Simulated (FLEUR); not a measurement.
# 1 ML V on Ir(111), fcc site, 3 substrate layers: from one collinear state to anisotropy

One state of 1 ML V on Ir(111), fcc site, 3 substrate layers is converged without symmetry. Force theorems then give its anisotropy.

Method: LDA (VWN); all-electron FLAPW film, Dirac cores, scalar-relativistic bands, in FLEUR MaX-R8.1.

## 1. Starting point

The cell holds 4 atoms: 3 Ir and 1 V. Cell: a = 2.709 Å, b = 2.709 Å, c = 20.618 Å, α = 90.0°, β = 90.0°, γ = 120.0°. Pseudomorphic film on a typed substrate lattice, hard-sphere layer spacings, unrelaxed. Vacuum lies along c.

Coordinates:

```xyz
4
Lattice="2.7091 0.0000 0.0000 -1.3545 2.3461 0.0000 0.0000 0.0000 20.6180" Properties=species:S:1:pos:R:3
Ir    0.0000    0.0000    7.0000
Ir    1.3545    0.7820    9.2119
Ir    0.0000    1.5641   11.4239
V     0.0000    0.0000   13.6180
```

The step “antisymmetric exchange” was refused by the program and is left out.

## 2. Reference state

The force theorems are single passes in this state's potential, so it has to be converged first.

No symmetry is used, so that later steps may turn the spins freely; k and −k are joined. FLEUR takes the sheet as a true film: the images along c are dropped, heights are typed in bohr, and the vacuum on both sides is semi-infinite. inpgen writes inp.xml from crystal.txt; cutoffs, mixing, functional, smearing and local orbitals are then set in the file. The k list scf (kpts.xml, not shown) is a Γ-centred 14×14×1 mesh; where the ranks do not divide the number of points, some are split in two of half the weight. The seed on Ir dies away in this run, so the pattern is judged on the other seeded atoms.

Contents of inp.xml:

```
<?xml version="1.0" encoding="UTF-8" standalone="no"?>
<fleurInput fleurInputVersion="0.39">
   <comment>
      VIr3
   </comment>
   <calculationSetup>
      <cutoffs Kmax="3.6" Gmax="14.4" GmaxXC="14.4" numbands="0"/>
      <scfLoop itmax="120" minDistance="0.00002" maxIterBroyd="15" imix="Anderson" alpha="0.03" precondParam="0.0" spinf="2.0" sdNocoIR="T"/>
      <coreElectrons ctail="F" frcor="F" kcrel="0" coretail_lmax="0"/>
      <xcFunctional name="vwn" relativisticCorrections="F"/>
      <magnetism jspins="2" l_noco="F" l_ss="F">
         <qss>0.0 0.0 0.0</qss>
         <mtNocoParams l_mperp="F" l_mtNocoPot="F" l_relaxSQA="F" mag_mixing_scheme="0" mix_RelaxWeightOffD="1.0" l_constrained="F" mix_constr="1.0"/>
         <sourceFreeMag l_sourceFree="F" l_scaleMag="F" mag_scale="1.0"/>
      </magnetism>
      <soc l_soc="F" theta="0.0" phi="0.0" spav="F"/>
      <expertModes spex="0" secvar="F"/>
      <geometryOptimization l_f="F" forcealpha="1.0" forcemix="BFGS" epsdisp="0.00001" epsforce="0.00001"/>
      <ldaU l_linMix="F" mixParam="0.05" spinf="1.0"/>
   </calculationSetup>
   <cell>
      <bzIntegration valenceElectrons="58.0" mode="gauss" fermiSmearingEnergy="0.00183747">
         <kPointListSelection listName="scf"/>
         <xi:include xmlns:xi="http://www.w3.org/2001/XInclude" href="kpts.xml"> </xi:include>
      </bzIntegration>
      <xi:include xmlns:xi="http://www.w3.org/2001/XInclude" href="sym.xml"> </xi:include>
      <filmLattice scale="1.0" dVac="18.15" dTilda="20.65">
         <bravaisMatrixFilm>
            <row-1>    5.1193957998309152     0.0000001793917010</row-1>
            <row-2>   -2.5596980552698421     4.4335267249784467</row-2>
         </bravaisMatrixFilm>
         <vacuumEnergyParameters vacuum="1" spinUp="-.25" spinDown="-.25"/>
         <vacuumEnergyParameters vacuum="2" spinUp="-.25" spinDown="-.25"/>
      </filmLattice>
   </cell>
   <atomSpecies>
      <species name="Iridium (I1.000" element="Ir" atomicNumber="77">
         <mtSphere radius="2.42" gridPoints="801" logIncrement="0.017"/>
         <atomicCutoffs lmax="10" lnonsphr="8"/>
         <electronConfig flipSpins="F">
            <coreConfig>(1s1/2) (2s1/2) (2p1/2) (2p3/2) (3s1/2) (3p1/2) (3p3/2) (4s1/2) (3d3/2) (3d5/2) (4p1/2) (4p3/2) (5s1/2) (4d3/2) (4d5/2) (4f5/2) (4f7/2)</coreConfig>
            <valenceConfig>(5p1/2) (5p3/2) (6s1/2) (5d3/2) (5d5/2)</valenceConfig>
            <stateOccupation state="(5d3/2)" spinUp="1.4" spinDown="1.4"/>
            <stateOccupation state="(5d5/2)" spinUp="2.6" spinDown="1.6"/>
         </electronConfig>
         <energyParameters s="6" p="6" d="5" f="5"/>
         <lo type="SCLO" l="1" n="5" eDeriv="0"/>
      </species>
      <species name="Vanadium (1.501" element="V" atomicNumber="23">
         <mtSphere radius="2.42" gridPoints="801" logIncrement="0.015"/>
         <atomicCutoffs lmax="10" lnonsphr="8"/>
         <electronConfig flipSpins="F">
            <coreConfig>(1s1/2) (2s1/2) (2p1/2) (2p3/2)</coreConfig>
            <valenceConfig>(3s1/2) (3p1/2) (3p3/2) (4s1/2) (3d3/2) (3d5/2)</valenceConfig>
            <stateOccupation state="(3d3/2)" spinUp="0.6" spinDown="0.6"/>
            <stateOccupation state="(3d5/2)" spinUp="1.6505" spinDown="0.1495"/>
         </electronConfig>
         <energyParameters s="4" p="4" d="3" f="4"/>
         <lo type="SCLO" l="0" n="3" eDeriv="0"/>
         <lo type="SCLO" l="1" n="3" eDeriv="0"/>
      </species>
   </atomSpecies>
   <atomGroups>
      <atomGroup species="Iridium (I1.000">
         <filmPos label="                   1">.0000000000 .0000000000 -6.2531129728</filmPos>
         <force calculate="T" relaxXYZ="TTT"/>
         <nocoParams  alpha="0.0" beta="0.0"/>
      </atomGroup>
      <atomGroup species="Iridium (I1.000">
         <filmPos label="                   2">-1.000/3.000 1.000/3.000 -2.0731498226</filmPos>
         <force calculate="T" relaxXYZ="TTT"/>
         <nocoParams  alpha="0.0" beta="0.0"/>
      </atomGroup>
      <atomGroup species="Iridium (I1.000">
         <filmPos label="                   3">1.000/3.000 -1.000/3.000 2.1068133277</filmPos>
         <force calculate="T" relaxXYZ="TTT"/>
         <nocoParams  alpha="0.0" beta="0.0"/>
      </atomGroup>
      <atomGroup species="Vanadium (1.501">
         <filmPos label="                   4">.0000000000 .0000000000 6.2531129728</filmPos>
         <force calculate="T" relaxXYZ="TTT"/>
         <nocoParams  alpha="0.0" beta="0.0"/>
      </atomGroup>
   </atomGroups>
   <output dos="F" band="F" slice="F">
      <bandDOS minEnergy="-.5*Htr" maxEnergy="0.5*Htr" sigma="0.015" storeEVData="T"/>
      <plotting iplot="0" polar="F">
         <plot TwoD="T" vec1="  1.0  0.0  0.0" vec2="  0.0  1.0  0.0" vec3="  0.0  0.0  1.0" zero="  0.0  0.0 -0.5" file="plot"/>
      </plotting>
      <moessbauerParams electricFieldGradient="F" isomerShift="F" coreHyperfine="F" valenceHyperfine="F"/>
   </output>
</fleurInput>
```

Contents of crystal.txt:

```
VIr3
&input film=T cartesian=F /
2.70906759090  0.00000009493  0.00000000000
-1.35453387766  2.34612130682  0.00000000000
0.00000000000  0.00000000000  1.00000000000
1.8897261246
1.0 1.0 1.0

4
77 0.00000000000  0.00000000000  -6.25311297282 : 1.000
77 0.66666666667  0.33333333333  -2.07314982255 : 1.000
77 0.33333333333  0.66666666667  2.10681332772 : 1.000
23 0.00000000000  0.00000000000  6.25311297282 : 1.501

&kpt div1=14 div2=14 div3=1 gamma=T /
```

The run is started by

```console
> OMP_NUM_THREADS=1 inpgen -f crystal.txt -nosym -noco > inpgen.log  # inp.xml is then edited as shown
> OMP_NUM_THREADS=1 mpirun -n 4 fleur_MPI > fleur.log
```

The program printed:

```text
Welcome to FLEUR        (www.flapw.de)
      MaX-Release 8.1          (www.max-centre.eu)

 ========== k-point set info ==========
 Selected k-point list: scf
 k-point list type: mesh
 0 x 0 x 0
 Number of k points: 100

 ------------Calculation Setup---------------------------
 Number of MPI-tasks      :            4
 Number of PE/node        :            4
 Number of OMP-threads    :            1
 k-points in parallel     :            4
 pe's per k-point         :            1
 No of k-point loops      :           25
 Eigenvalue solver        :       lapack
 Number of basis functions:          412
 Approximate size of matrices (H+S) per k-point:         0.005 GB
 --------------------------------------------------------
 Iteration:     1   Distance:      26.70225022 me/bohr^3
 Iteration:     2   Distance:      41.76716257 me/bohr^3
 Iteration:     3   Distance:      17.11036189 me/bohr^3
 Iteration:     4   Distance:      13.65441640 me/bohr^3
 Iteration:     5   Distance:      15.55441175 me/bohr^3
 Iteration:     6   Distance:       9.93110756 me/bohr^3
 Iteration:     7   Distance:       9.15739904 me/bohr^3
 Iteration:     8   Distance:       8.42089257 me/bohr^3
 Iteration:     9   Distance:       6.97401977 me/bohr^3
 Iteration:    10   Distance:       8.49068544 me/bohr^3
[... 51 iterations left out ...]
 Iteration:    62   Distance:       0.00071611 me/bohr^3
 Iteration:    63   Distance:       0.00060649 me/bohr^3
 Iteration:    64   Distance:       0.00038202 me/bohr^3
 Iteration:    65   Distance:       0.00037970 me/bohr^3
 Iteration:    66   Distance:       0.00015992 me/bohr^3
 Iteration:    67   Distance:       0.00019903 me/bohr^3
 Iteration:    68   Distance:       0.00018723 me/bohr^3
 Iteration:    69   Distance:       0.00011233 me/bohr^3
 Iteration:    70   Distance:       0.00002092 me/bohr^3
 Iteration:    71   Distance:       0.00000645 me/bohr^3

 ********************************************************************
 Run finished successfully
 Stop message:
   all done
 ********************************************************************

--- out.xml (last complete iteration) ---
<iteration numberForCurrentRun="   71" overallNumber="   71">
         [... left out ...]
         <FermiEnergy value="-0.1870185195" units="Htr"/>
         <valenceDensity>
            <mtCharges spin="1">
               <mtCharge atomType="1" total="6.5393111" s="0.2309825" p="3.1433034" d="3.1327787" f="0.0251170"/>
               <mtCharge atomType="2" total="6.6149819" s="0.2301378" p="3.1838791" d="3.1536749" f="0.0376132"/>
               <mtCharge atomType="3" total="6.6181643" s="0.2408742" p="3.1864254" d="3.1519907" f="0.0305719"/>
               <mtCharge atomType="4" total="5.9663336" s="1.1697706" p="3.1276795" d="1.6518183" f="0.0131140"/>
            </mtCharges>
            <mtCharges spin="2">
               <mtCharge atomType="1" total="6.5607678" s="0.2309821" p="3.1435066" d="3.1539831" f="0.0251554"/>
               <mtCharge atomType="2" total="6.6261273" s="0.2297567" p="3.1836263" d="3.1652347" f="0.0378020"/>
               <mtCharge atomType="3" total="6.6335341" s="0.2414627" p="3.1859530" d="3.1675949" f="0.0303524"/>
               <mtCharge atomType="4" total="5.6778970" s="1.1637213" p="3.1046213" d="1.3937756" f="0.0121050"/>
            </mtCharges>
            <spinDependentCharge spin="1" total="29.1729118" interstitial="3.2846063" mtSpheres="25.7387910" vacuum1="0.0816963" vacuum2="0.0678182"/>
            <spinDependentCharge spin="2" total="28.8270884" interstitial="3.2074771" mtSpheres="25.4983262" vacuum1="0.0532579" vacuum2="0.0680272"/>
            <totalCharge value="58.0000001308"/>
         </valenceDensity>
         [... left out ...]
         <allElectronCharges>
            <spinDependentCharge spin="1" total="127.1729118" interstitial="3.2886343" mtSpheres="123.7347630" vacuum1="0.0816963" vacuum2="0.0678182"/>
            <spinDependentCharge spin="2" total="126.8270884" interstitial="3.2115056" mtSpheres="123.4942977" vacuum1="0.0532579" vacuum2="0.0680272"/>
            <totalCharge value="254.0000001668"/>
         </allElectronCharges>
         <magneticMomentsInMTSpheres units="muBohr">
            <globalMagMoment atomType="1" vec="0.00000   0.00000  -0.02146"/>
            <localMagMoment atomType="1" vec="0.00000   0.00000  -0.02146"/>
            <globalMagMoment atomType="2" vec="0.00000   0.00000  -0.01115"/>
            <localMagMoment atomType="2" vec="0.00000   0.00000  -0.01115"/>
            <globalMagMoment atomType="3" vec="0.00000   0.00000  -0.01537"/>
            <localMagMoment atomType="3" vec="0.00000   0.00000  -0.01537"/>
            <globalMagMoment atomType="4" vec="0.00000   0.00000   0.28844"/>
            <localMagMoment atomType="4" vec="0.00000   0.00000   0.28844"/>
         </magneticMomentsInMTSpheres>
         <moessbauerParams unitsHFF="kG" unitsIS="e/bohr^3" unitsEFG="Htr/bohr^2">
         </moessbauerParams>
         <totalEnergy value="   -54491.7254569521" units="Htr">
            <sumOfEigenvalues value="   -33561.0185649252">
               <coreElectrons value="-33500.4363154812"/>
               <valenceElectrons value="-60.5822494440"/>
            </sumOfEigenvalues>
            <densityCoulombPotentialIntegral value="-94123.5894702027"/>
            <densityEffectivePotentialIntegral value="-95531.4097387677"/>
            <chargeDenXCDenIntegral value="-1060.6625744492"/>
            <FockExchangeEnergyValence value="0.0000000000"/>
            <FockExchangeEnergyCore value="0.0000000000"/>
            <atomTypeDependentContributions atomType="1">
               <electronNucleiInteractionDifferentMTs value="22382.4462963091"/>
               <MadelungTerm value="-21.3325443995"/>
            </atomTypeDependentContributions>
            <atomTypeDependentContributions atomType="2">
               <electronNucleiInteractionDifferentMTs value="22385.1196625507"/>
               <MadelungTerm value="-18.0610080198"/>
            </atomTypeDependentContributions>
            <atomTypeDependentContributions atomType="3">
               <electronNucleiInteractionDifferentMTs value="22385.3194643853"/>
               <MadelungTerm value="-18.1200136998"/>
            </atomTypeDependentContributions>
            <atomTypeDependentContributions atomType="4">
               <electronNucleiInteractionDifferentMTs value="1125.2969404848"/>
               <MadelungTerm value="-3.9633913950"/>
            </atomTypeDependentContributions>
            <tkbTimesEntropy value="0.0000000000"/>
            <freeEnergy value="-54491.7254569521"/>
            <extrapolationTo0K value="-54491.7254569521"/>
         </totalEnergy>
         <densityConvergence units="me/bohr^3">
            <chargeDensity spin="1" distance="0.0000036791"/>
            <chargeDensity spin="2" distance="0.0000040513"/>
            <overallChargeDensity distance="0.0000042742"/>
            <spinDensity distance="0.0000064521"/>
         </densityConvergence>
      </iteration>
```

Elapsed: 20 min, on 4 MPI ranks of Intel Xeon Platinum 8259CL at 2.50GHz (Skylake/Cascade Lake), shared host; peak memory 1.5 GiB.

Spin moment in the muffin-tin sphere by atom:

| atom | spin moment in the muffin-tin sphere (μB) |
| --- | --- |
| Ir1 | -0.021 |
| Ir2 | -0.011 |
| Ir3 | -0.015 |
| V4 | 0.288 |

Read from the output:

- free energy: -1482795.3886 eV
- program's band gap on this mesh (in a metal only a level spacing): 0 eV
- magnetization: 0.3458 μB
- final state: ferromagnetic

After 71 cycles the largest moment stands at 0.288 μB.

## 3. Energy against the direction of the moments, rung 1

Anisotropy is a small difference, so it is taken from sums over occupied states at a frozen potential, where most errors cancel.

One pass with spin–orbit coupling for each direction, from the saved density. The k list mae (kpts.xml, not shown) is a Γ-centred 20×20×1 mesh.

inp.xml: that of step 2 with these lines changed.

```diff
@@ -6,4 +6,4 @@
    <calculationSetup>
-      <cutoffs Kmax="3.6" Gmax="14.4" GmaxXC="14.4" numbands="0"/>
-      <scfLoop itmax="120" minDistance="0.00002" maxIterBroyd="15" imix="Anderson" alpha="0.03" precondParam="0.0" spinf="2.0" sdNocoIR="T"/>
+      <cutoffs Kmax="3.6" Gmax="14.4" GmaxXC="14.4" numbands="90"/>
+      <scfLoop itmax="1" minDistance="0.00002" maxIterBroyd="15" imix="Anderson" alpha="0.03" precondParam="0.0" spinf="2.0" sdNocoIR="T"/>
       <coreElectrons ctail="F" frcor="F" kcrel="0" coretail_lmax="0"/>
@@ -15,3 +15,3 @@
       </magnetism>
-      <soc l_soc="F" theta="0.0" phi="0.0" spav="F"/>
+      <soc l_soc="T" theta="0.0" phi="0.0" spav="F"/>
       <expertModes spex="0" secvar="F"/>
@@ -22,3 +22,3 @@
       <bzIntegration valenceElectrons="58.0" mode="gauss" fermiSmearingEnergy="0.00183747">
-         <kPointListSelection listName="scf"/>
+         <kPointListSelection listName="mae"/>
          <xi:include xmlns:xi="http://www.w3.org/2001/XInclude" href="kpts.xml"> </xi:include>
@@ -91,2 +91,5 @@
    </output>
+   <forceTheorem>
+      <MAE theta="0.0 1.5707963 1.5707963" phi="0.0 0.0 1.5707963"/>
+   </forceTheorem>
 </fleurInput>
```

The run is started by

```console
> OMP_NUM_THREADS=1 mpirun -n 4 fleur_MPI -warn_only > fleur.log
```

The program printed:

```text
[banner, memory and clock lines left out]
Welcome to FLEUR        (www.flapw.de)
      MaX-Release 8.1          (www.max-centre.eu)

 ========== k-point set info ==========
 Selected k-point list: mae
 k-point list type: mesh
 0 x 0 x 0
 Number of k points: 400

 [... set-up left out ...]
 ********************************************************************
 Run finished successfully
 Stop message:
   Forcetheorem MAE
 ********************************************************************

--- out.xml (force theorem) ---
<Forcetheorem_MAE Angles="3" units="Htr">
            <Angle theta="0.0000000" phi="0.0000000" ev-sum="-60.683174073"/>
            <Angle theta="1.5707963" phi="0.0000000" ev-sum="-60.683183671"/>
            <Angle theta="1.5707963" phi="1.5707963" ev-sum="-60.683183686"/>
         </Forcetheorem_MAE>
```

Wall time 3 min (4 MPI ranks); peak memory 1.5 GiB.

Anisotropy energies, by row:

| axis | x | y | z | band energy less the first axis' (meV a cell) |
| --- | --- | --- | --- | --- |
| z | 0 | 0 | 1 | 0 |
| x | 1 | 0 | 0 | -0.2612 |
| y | 0 | 1 | 0 | -0.2616 |

Shape anisotropy is not in these numbers.

## 4. Anisotropy by the force theorem, rung 2

A second rung shows how far the first can be trusted.

The k list mae (kpts.xml, not shown) is a Γ-centred 27×27×1 mesh.

inp.xml: that of step 3 with these lines changed.

```diff
@@ -6,3 +6,3 @@
    <calculationSetup>
-      <cutoffs Kmax="3.6" Gmax="14.4" GmaxXC="14.4" numbands="90"/>
+      <cutoffs Kmax="3.6" Gmax="14.4" GmaxXC="14.4" numbands="170"/>
       <scfLoop itmax="1" minDistance="0.00002" maxIterBroyd="15" imix="Anderson" alpha="0.03" precondParam="0.0" spinf="2.0" sdNocoIR="T"/>
```

The program printed:

```text
[banner, memory and clock lines left out]
Welcome to FLEUR        (www.flapw.de)
      MaX-Release 8.1          (www.max-centre.eu)

 ========== k-point set info ==========
 Selected k-point list: mae
 k-point list type: mesh
 0 x 0 x 0
 Number of k points: 732

 [... set-up left out ...]
 ********************************************************************
 Run finished successfully
 Stop message:
   Forcetheorem MAE
 ********************************************************************

--- out.xml (force theorem) ---
<Forcetheorem_MAE Angles="3" units="Htr">
            <Angle theta="0.0000000" phi="0.0000000" ev-sum="-60.715976953"/>
            <Angle theta="1.5707963" phi="0.0000000" ev-sum="-60.715980575"/>
            <Angle theta="1.5707963" phi="1.5707963" ev-sum="-60.715980650"/>
         </Forcetheorem_MAE>
```

Run time: 12 min. Hardware: 4 MPI ranks; peak memory 3.8 GiB; 48 min of CPU time.

Anisotropy energies, by row:

| axis | x | y | z | band energy less the first axis' (meV a cell) |
| --- | --- | --- | --- | --- |
| z | 0 | 0 | 1 | 0 |
| x | 1 | 0 | 0 | -0.09856 |
| y | 0 | 1 | 0 | -0.1006 |

## 5. Summary of results

```yaml
reference_state: ferromagnetic
largest_sphere_moment: 0.288 μB
easy_direction_of_those_tried: not resolved
energy_along_x_less_z_force_theorem: -0.0986 meV a primitive cell
```

What this shows: The lowest directions differ by less than these runs resolve; shape anisotropy is not included. The difference for the second direction goes from -0.26 meV (mesh 20×20×1, 90 states, 12 min of CPU time) to -0.099 meV (mesh 27×27×1, 170 states, 48 min), so it is not converged. The state was typed, and no other order was converged beside it, so it need not be the ground state. The smearing is not Fermi–Dirac, so its width is no temperature. A substrate of 3 unrelaxed layers is a model; thickness and relaxation can move these numbers.

[Logs and program files are shortened in this print: banners, set-up blocks, solver, clock and traceback lines can be left out without a mark of their own.]

[Logs are printed without paths, hosts, clocks, repeated set-up lines and the standing remarks that a program may print on its own settings, such as how far it seeks lower states.]

[Hosts, paths, dates, database ids (printed as entryN), source tags and the programs' standing remarks are cut or masked in the printed files.]

[Where a cell is said to come from a database of computed structures, the database is the Materials Project.]
